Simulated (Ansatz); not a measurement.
## Relaxing (8,8) carbon nanotube bundle (192 atoms)

Wanted: the relaxed structure of (8,8) carbon nanotube bundle (192 atoms) and its electronic structure.

Method: Kohn-Sham DFT, PBE+D3(BJ), PAW (set soft_2), plane waves, in Ansatz 0.2.0.

### 1. The structure

The cell holds 192 atoms: 192 C. Cell: a = 14.150 Å, b = 14.150 Å, c = 14.760 Å, α = 90.0°, β = 90.0°, γ = 120.0°. It derives from C (graphene). Graphene sheet (a = 2.46 Å) rolled into a (8,8) tube of diameter 10.85 Å, 6 periods, hexagonal bundle with 3.3 Å between walls; every coordinate displaced by a Gaussian of 0.05 Å.

Limits known from the start: Only the Γ point is sampled, in a cell whose shortest periodic width is 12 Å.

### 2. Single point at the start

A single point comes first, to see the forces before anything moves.

input.yaml

```yaml
crystal:
  lattice:
    - [14.15015, 0.0, 0.0]
    - [-7.07508, 12.25439, 0.0]
    - [0.0, 0.0, 14.76]
  atoms:
    - { symbol: C, position: [0.41172, 0.06019, 0.08426] }
    - { symbol: C, position: [0.4243, 0.1074, 0.99338] }
    - { symbol: C, position: [0.4503, 0.21972, 0.99839] }
    - { symbol: C, position: [0.43639, 0.26824, 0.07938] }
    - { symbol: C, position: [0.40716, 0.35638, 0.0873] }
    - { symbol: C, position: [0.38262, 0.38454, 0.0019] }
    - { symbol: C, position: [0.31311, 0.4262, 0.00538] }
    - { symbol: C, position: [0.27578, 0.44027, 0.08365] }
    - { symbol: C, position: [0.16488, 0.43807, 0.08817] }
    - { symbol: C, position: [0.11041, 0.42159, 0.16685] }
    - { symbol: C, position: [0.99571, 0.37598, 0.99819] }
    - { symbol: C, position: [0.93787, 0.3487, 0.08548] }
    - { symbol: C, position: [0.82697, 0.27093, 0.08544] }
    - { symbol: C, position: [0.78071, 0.22536, 0.16194] }
    - { symbol: C, position: [0.69472, 0.11884, 0.99756] }
    - { symbol: C, position: [0.647, 0.05858, 0.08366] }
    - { symbol: C, position: [0.58903, 0.93713, 0.08326] }
    - { symbol: C, position: [0.57937, 0.88915, 0.00457] }
    - { symbol: C, position: [0.56578, 0.7803, 0.00405] }
    - { symbol: C, position: [0.56375, 0.73132, 0.08467] }
    - { symbol: C, position: [0.59339, 0.64968, 0.07937] }
    - { symbol: C, position: [0.61664, 0.62049, 0.99731] }
    - { symbol: C, position: [0.69279, 0.58006, 0.17315] }
    - { symbol: C, position: [0.73024, 0.55507, 0.08154] }
    - { symbol: C, position: [0.83472, 0.56346, 0.08477] }
    - { symbol: C, position: [0.89117, 0.57626, 0.00038] }
    - { symbol: C, position: [0.00294, 0.61678, 0.16691] }
    - { symbol: C, position: [0.06196, 0.65593, 0.08348] }
    - { symbol: C, position: [0.17375, 0.73585, 0.0828] }
    - { symbol: C, position: [0.22137, 0.78528, 0.00316] }
    - { symbol: C, position: [0.31256, 0.88861, 0.16431] }
    - { symbol: C, position: [0.35139, 0.94179, 0.08059] }
    [... 154 atom lines left out ...]
    - { symbol: C, position: [0.00347, 0.62288, 0.00229] }
    - { symbol: C, position: [0.06451, 0.65929, 0.91799] }
    - { symbol: C, position: [0.16574, 0.73183, 0.91592] }
    - { symbol: C, position: [0.2156, 0.77649, 0.83251] }
    - { symbol: C, position: [0.32169, 0.88542, 0.99937] }
    - { symbol: C, position: [0.35512, 0.94186, 0.91864] }
kpoints:
  mp_grid: { grid: [1, 1, 1] }
hamiltonian:
  xc: pbe
  dispersion: d3bj
scf:
  occupations: { method: fermi_dirac, width: 0.025 }
output:
  forces: true
  stress: true
  populations: true
  dos:
    method: { smearing: { sigma: 0.08 } }
    de: 0.1
    projected: { site_lists: { C: [C] } }
  eigenvalues: true
```

On the command line:

```
$ ansatz run input.yaml --threads 4 --pin off --max-ram 8192MiB --backend cpu --events-out ev --progress --plain --runs-dir out
```

Numbers of over 12 decimals in the logs are rounded to 6 here.

The program printed:

```text
Engine: ansatz 0.2.0, aarch64-unknown-linux-gnu
Pseudopotentials: kind: paw
Pseudopotential: C, paw, valence charge 4, recommended cutoff 420 eV (normal), C.paw.azcp
[... 5 lines on functional and potentials left out ...]
Crystal: 192 atoms, lattice volume = 2559.406 Å³
Basis set: ecut = 420 eV, 49963 PW (Γ), exchange–correlation on 192×192×200 points (8 copies of the dense FFT grid, shifted against one another)
Bands: 576, of which v1, the nominal top of the filled ones, is band 384 counted from 1 (383 counted from 0)
Symmetry: 1 space group operations
Space group: P1 (ITA 1), of the structure as read, at distance tolerance 1.4e-4 Å
k-points: 1
[... 3 lines on functional and potentials left out ...]
Initial density: superposition of atomic densities (neutral atoms: chi_scale 0, normalization atom), corrected by the library's trained network
Initial wavefunctions: pseudopotential atomic-orbital guess
Functional: x = pbe(κ = 0.804, μ = 0.219515), c = pbe(β = 0.066725)
SCF iter   1: F=—  HF=-48152.161507 eV  |F-HF|=—  |Δ(HF+E_count)|=         —  Δρ=4.61e-3  dr2=9.89e-1  ethr=1.77e-3  ⟨swp⟩=7.0  Hψ=2876  notcnv=0  defer=159
preconditioner: auto → Resta (q_TF=auto, 2.232 Å⁻¹)  ε∞=2.8  [insulator: Δε(μ)=0.275 eV  Ē_g=15.030 eV  σ=0.025 eV  W_gap=0.99  n_scr=466 (ndim 8)  ℏωp=20.3 eV  f_vac=0.336  D(μ)=0.66/eV (n_scr^D=0)  ε∞_Penn≈2.8  vacuum switching on, ρ_ref=1.6e-2 e/Å³]
SCF iter   2: F=—  HF=-48152.030746 eV  |F-HF|=—  |Δ(HF+E_count)|=   1.31e-1  Δρ=2.00e-3  dr2=1.07e-1  ethr=1.29e-4  ⟨swp⟩=3.0  Hψ=959  notcnv=0  defer=182
SCF iter   3: F=—  HF=-48152.055544 eV  |F-HF|=—  |Δ(HF+E_count)|=   2.48e-2  Δρ=8.84e-4  dr2=5.04e-2  ethr=1.39e-5  ⟨swp⟩=2.0  Hψ=693  notcnv=0  defer=182
SCF iter   4: F=—  HF=-48152.060584 eV  |F-HF|=—  |Δ(HF+E_count)|=   5.04e-3  Δρ=4.95e-4  dr2=1.96e-2  ethr=6.56e-6  ⟨swp⟩=2.0  Hψ=557  notcnv=0  defer=182
SCF iter   5: F=—  HF=-48152.062598 eV  |F-HF|=—  |Δ(HF+E_count)|=   2.01e-3  Δρ=2.02e-4  dr2=1.24e-3  ethr=2.55e-6  ⟨swp⟩=2.0  Hψ=609  notcnv=0  defer=182
SCF iter   6: F=—  HF=-48152.063867 eV  |F-HF|=—  |Δ(HF+E_count)|=   1.27e-3  Δρ=7.78e-5  dr2=3.25e-4  ethr=1.61e-7  ⟨swp⟩=2.0  Hψ=690  notcnv=0  defer=182
SCF iter   7: F=—  HF=-48152.063882 eV  |F-HF|=—  |Δ(HF+E_count)|=   1.50e-5  Δρ=3.50e-5  dr2=7.05e-5  ethr=4.24e-8  ⟨swp⟩=2.0  Hψ=595  notcnv=0  defer=182
SCF iter   8: F=—  HF=-48152.064665 eV  |F-HF|=—  |Δ(HF+E_count)|=   7.83e-4  Δρ=1.77e-5  dr2=1.84e-5  ethr=9.19e-9  ⟨swp⟩=2.0  Hψ=929  notcnv=0  defer=182
SCF iter   9: F=—  HF=-48152.064676 eV  |F-HF|=—  |Δ(HF+E_count)|=   1.10e-5  Δρ=6.40e-6  dr2=1.51e-6  ethr=2.39e-9  ⟨swp⟩=2.0  Hψ=595  notcnv=0  defer=182
SCF iter  10: F=—  HF=-48152.064678 eV  |F-HF|=—  |Δ(HF+E_count)|=   1.63e-6  Δρ=2.92e-6  dr2=4.86e-7  ethr=1.96e-10  ⟨swp⟩=2.0  Hψ=625  notcnv=0  defer=182
SCF iter  11: F=-48152.064678 eV  HF=-48152.064678 eV  |F-HF|=7.23e-9  |Δ(HF+E_count)|=   1.62e-7  Δρ=1.39e-6  dr2=4.68e-8  ethr=1.30e-11  ⟨swp⟩=30.0  Hψ=4760  notcnv=0
SCF 1 converged in 11 iterations: F = -48152.064678 eV  dr2 = 4.68e-8
  greatest PAW one-centre occupation: 0.722 electrons in one spin orbital (limit 2), on the C atom at site 112 (counted from 0), in its partial waves of l = 0
SCF converged after 11 iterations
Free energy (F): -48152.064678 eV
Harris-Foulkes:  -48152.064678 eV  (|F-HF|=7.23e-9)
Internal energy: -48152.061954 eV  (E = F + TS)
E sigma→0 (E₀):  -48152.063316 eV
Entropy (-TS):   -0.002723 eV (-0.014 meV/atom)
Fermi energy:    3.227293 eV
--- Per-component energies (eV) ---
  E_band       = -4560.373319
  E_kinetic    = 17568.159874
  E_local      = -80934.862829  (includes V_loc(G=0)·N_el)
  E_nonlocal   = 5290.438775
  E_hartree    = 33136.508144
  E_xc         = -9236.787942
  E_vxc        = -11435.969693  (∫ρ·V_xc dr)
  E_paw        = -19086.460310  (= ΣΔE_a)
  E_vpaw       = -1321.125071  (= ΣTr[D̂ρ^β])
  E_aug_tail   = 0.001560  (compensation charges beyond the density's cutoff)
  E_ewald      = 5132.800420
  E_disp       = -21.859646  (pairwise vdW)
  E_smearing   = -0.002723  (= −TS)
  E_closure    = -0.000000  (closes the sum)
  Σ components = -48152.064678   (vs F -48152.064678, Δ=0.00e0)
--- Forces (eV/Å), atoms counted from 1 ---
  atom   1  C      0.15145570    -3.01600034    -1.74784193
  atom   2  C     -0.62779919     7.29428658    10.00066159
  atom   3  C     -3.15606941     3.35786547    -0.18667930
  atom   4  C      1.04012516    -0.58772932     1.59793202
  atom   5  C      3.82163657    -3.14489105    -3.05812234
  atom   6  C      1.13148804    -0.72627755     0.42006990
  atom   7  C     -1.29803152     0.51140037    -6.34156729
  atom   8  C     -4.53394041     0.40915051     3.34847163
  atom   9  C      4.50312533     0.47796225    -2.49793701
  atom  10  C     -0.10210698     1.17211992     3.07687549
  atom  11  C      1.33090742     2.22477876     3.50816825
  atom  12  C      1.70788132     2.03051829    -1.48767538
  atom  13  C      1.03219637     1.16699329    -2.32729359
  atom  14  C     -0.76933668    -2.15279944     7.73504133
[...]
atom 191  C     -1.79195942    -1.15719824     0.29627131
  atom 192  C     -0.19322060     2.68243488    -2.38160267
  max |Σ_I F_I| component: 4.19e-5 eV/Å
--- Stress (GPa, compression-positive) ---
        4.702909       1.054878       0.685544
        1.054878       5.722260      -0.327598
        0.685545      -0.327599       8.337783
  P = ⅓ Tr σ = 6.2543 GPa (62.543 kbar)
--- Band table (eV) ---
  k-point 0: bands = ["-16.5661", "-16.4450", "-16.3834", "-16.2096", [... 560 levels ...], "11.6180", "11.6436", "11.6547", "11.7089", "11.7228", "11.7593", "11.8250", "11.8824", "11.9164", "11.9460", "11.9701", "11.9990"]
--- Löwdin populations: 192 sites ---
  site symbol       q [e]
     0      C      3.9573
     1      C      3.9563
     2      C      3.9616
[...]
191      C      3.9573
  spilling = 0.010258 (of n_electrons = 768.000000)
```

It took 70 s on 4 threads of Arm Neoverse V2, shared host; peak memory 3.7 GiB; 4.5 min of CPU time.

Numbers from this run:

* free energy: -48152.0647 eV
* free energy per atom: -250.7920 eV/atom
* SCF cycles: 11
* pressure: 6.254 GPa
* r.m.s. force component: 3.359 eV/Å
* longest force: 19.91 eV/Å
* Fermi energy: 3.227 eV
* spilling of the projection: 0.01026

The r.m.s. force component of 3.4 eV/Å and the pressure of 6.3 GPa set the starting point.

Length of the force by element:

```csv
element,coordination,atoms,mean length of the force (eV/Å),spread,least,most
C,all,192,4.95,3.06,0.814,19.9
```

### 3. Relaxation

With the cell held, the atoms are moved downhill towards a nearby minimum.

input.yaml, the sections that differ from step 2:

```yaml
output:
  forces: true
relax:
  f_tol: 0.05
  max_steps: 80
# crystal, kpoints, hamiltonian, scf: as in step 2
```

The program printed:

```text
[...]
Crystal: 192 atoms, lattice volume = 2559.406 Å³
Basis set: ecut = 420 eV, 49963 PW (Γ), exchange–correlation on 192×192×200 points (8 copies of the dense FFT grid, shifted against one another)
Bands: 576, of which v1, the nominal top of the filled ones, is band 384 counted from 1 (383 counted from 0)
Symmetry: 1 space group operations
[...]
k-points: 1
[...]
SCF iter   1: F=—  HF=-48152.161509 eV  |F-HF|=—  |Δ(HF+E_count)|=         —  Δρ=4.61e-3  dr2=9.89e-1  ethr=1.77e-3  ⟨swp⟩=7.0  Hψ=2876  notcnv=0  defer=159
[...]
SCF iter   8: F=-48152.064665 eV  HF=-48152.064666 eV  |F-HF|=1.35e-6  |Δ(HF+E_count)|=   2.93e-5  Δρ=1.81e-5  dr2=1.97e-5  ethr=8.14e-9  ⟨swp⟩=3.0  Hψ=1317  notcnv=0
SCF 1 converged in 8 iterations: F = -48152.064665 eV  dr2 = 1.97e-5
[...]
relax step   1: F+E_penalty+E_count = -48152.06466509 eV  Δ(F+E_penalty+E_count) = +0.000e0 eV  max|allowed force component| = 1.433e1 eV/Å  Δτ_max = 0.0000 Å  (8 SCF iters, dr2 threshold 6.25e-5 eV, accepted)
[...]
relax step   2: F+E_penalty+E_count = -48181.34379948 eV  Δ(F+E_penalty+E_count) = -2.928e1 eV  max|allowed force component| = 4.681e0 eV/Å  Δτ_max = 0.1932 Å  (8 SCF iters, dr2 threshold 1.00e-4 eV, accepted)
[...]
relax step   3: F+E_penalty+E_count = -48188.49168002 eV  Δ(F+E_penalty+E_count) = -7.148e0 eV  max|allowed force component| = 2.420e-1 eV/Å  Δτ_max = 0.0831 Å  (7 SCF iters, dr2 threshold 1.00e-4 eV, accepted)
relax step   4: F+E_penalty+E_count = -48188.53965167 eV  Δ(F+E_penalty+E_count) = -4.797e-2 eV  max|allowed force component| = 2.873e-2 eV/Å  Δτ_max = 0.0283 Å  (7 SCF iters, dr2 threshold 3.66e-6 eV, accepted)
[...]
relax step   5: F+E_penalty+E_count = -48188.53965348 eV  Δ(F+E_penalty+E_count) = -1.818e-6 eV  max|allowed force component| = 2.874e-2 eV/Å  Δτ_max = 0.0000 Å  (5 SCF iters, accepted)
SCF converged after 5 iterations
Free energy (F): -48188.539653 eV
[...]
Internal energy: -48188.537407 eV  (E = F + TS)
E sigma→0 (E₀):  -48188.538530 eV
Entropy (-TS):   -0.002246 eV (-0.012 meV/atom)
Fermi energy:    3.225279 eV
[...]
--- Forces (eV/Å), atoms counted from 1 ---
  atom   1  C      0.00321317    -0.01005612     0.00430365
  atom   2  C     -0.00226931     0.01876153    -0.00069136
  atom   3  C     -0.00469085    -0.00945202     0.00994809
  atom   4  C     -0.00207084     0.00273479     0.01007314
  atom   5  C      0.00713420    -0.00116510     0.00659500
  atom   6  C      0.00617759    -0.00781489    -0.00703242
  atom   7  C     -0.00406617    -0.00165471    -0.00066295
  atom   8  C     -0.01320242     0.00695474     0.01360321
  atom   9  C      0.01204342    -0.00062207    -0.00018844
  atom  10  C      0.00290963     0.00060620     0.00488734
  atom  11  C     -0.00133471    -0.00136326     0.00958625
  atom  12  C     -0.00244974    -0.00669732    -0.00085208
  atom  13  C      0.00714767     0.01349280    -0.00691601
  atom  14  C     -0.00582645    -0.00122340    -0.00058444
[...]
atom 191  C     -0.00277442    -0.01490045    -0.00169838
  atom 192  C      0.00169625     0.00580178    -0.00160921
  max |Σ_I F_I| component: 1.19e-5 eV/Å
--- Relaxed structure (5 steps of the walk, 5 accepted, 0 SCFs on fresh bases) ---
  F+E_penalty+E_count = -48188.53965348 eV   max|allowed force component| = 2.874e-2 eV/Å
  atoms:
    - { symbol: C, position: [0.411700, 0.058807, 0.083736] }
    - { symbol: C, position: [0.430942, 0.116357, 1.000397] }
    - { symbol: C, position: [0.446306, 0.223526, 1.000367] }
    - { symbol: C, position: [0.442111, 0.272112, 0.083686] }
[...]
- { symbol: C, position: [0.353797, 0.943027, 0.917063] }
```

It took 2.2 min on 4 threads; peak memory 3.6 GiB; 8.8 min of CPU time.

Step by step:

```
step  energy less that of the first step (eV)  largest force component (eV/Å)
   1                                   0.0000                         14.3309
   2                                 -29.2791                          4.6815
   3                                 -36.4270                          0.2420
   4                                 -36.4750                          0.0287
   5                                 -36.4750                          0.0287
```

The atoms that moved most (Å):

```
atom      dx      dy      dz  length
C120   0.091  -0.176  -0.025   0.200
C184  -0.062  -0.050   0.160   0.178
 C50  -0.095  -0.137  -0.044   0.173
 C45  -0.155  -0.064   0.006   0.167
 C23  -0.033  -0.129  -0.090   0.161
C174  -0.039   0.112  -0.108   0.160
C164   0.046  -0.144  -0.032   0.154
  C2   0.031   0.110   0.104   0.154
```

The relaxation changed the energy by -190 meV/atom, and atoms moved by 0.095 Å r.m.s., 0.2 Å at most.

### 4. Structure statistics after relaxation

Bonds before and after, by the cutoffs listed below:

| pair | bonds before | bonds after | mean before (Å) | mean after (Å) | spread before (Å) | spread after (Å) |
| --- | --- | --- | --- | --- | --- | --- |
| C-C | 288 | 288 | 1.421 | 1.423 | 0.073 | 0.002 |

Density 1.50 g/cm³, 13.33 Å³ an atom.

Pair distribution function in bins of 0.2 Å:

| r (Å) | total |
| --- | --- |
| 1.40 | 7.85 |
| 1.60 | 0.00 |
| 1.80 | 0.00 |
| 2.00 | 0.00 |
| 2.20 | 0.00 |
| 2.40 | 5.20 |
| 2.60 | 0.00 |
| 2.80 | 2.00 |
| 3.00 | 0.00 |
| 3.20 | 0.06 |
| 3.40 | 0.06 |
| 3.60 | 0.36 |
| 3.80 | 2.74 |
| 4.00 | 0.41 |
| 4.20 | 1.99 |
| 4.40 | 0.76 |
| 4.60 | 0.53 |
| 4.80 | 1.08 |
| 5.00 | 1.75 |
| 5.20 | 1.13 |
| 5.40 | 0.75 |
| 5.60 | 1.09 |
| 5.80 | 0.27 |
| 6.00 | 0.92 |
| 6.20 | 1.25 |
| 6.40 | 1.39 |
| 6.60 | 1.38 |
| 6.80 | 0.37 |

Bonds by pair of elements; cutoffs follow the first minimum of g(r), held within bounds set by covalent radii, and pairs that aren't listed don't count as bonded:

```
pair A-B  cutoff (Å)  bonds  mean length (Å)  spread (Å)  shortest (Å)  B about A  A about B
     C-C        1.82    288             1.42       0.002          1.42          3          3
```

How many atoms have how many bonded neighbours:

```csv
element,mean,3
C,3,192
```

Bond angles, per cent of each kind in bins of 5°:

| angle (°) | C-C-C |
| --- | --- |
| 115–120 | 100.0 |

Bond angles (no mean is given where the spread exceeds 20°):

```csv
angle,count,mean (°),spread (°)
C-C-C,576,120,0.1
```

Rings of the network by King's shortest-path rule, up to 12 atoms, one path for each pair of neighbours; H, halogens, alkali and alkaline-earth atoms are left out, and the last column divides by all other atoms, bonded or not:

```csv
ring size (atoms),rings,per network atom
6,96,0.5
```

With the cutoffs above, all C atoms have 3 bonded neighbours. The C-C-C angle averages 120° with a spread of 0.1°. All rings counted have 6 atoms.

(Part 1 of 2 ends here.)

[Logs are printed without paths, hosts, clocks, repeated set-up lines and the standing remarks that a program may print on its own settings, such as how far it seeks lower states.]

[Hosts, paths, dates, database ids (printed as entryN), source tags and the programs' standing remarks are cut or masked in the printed files.]
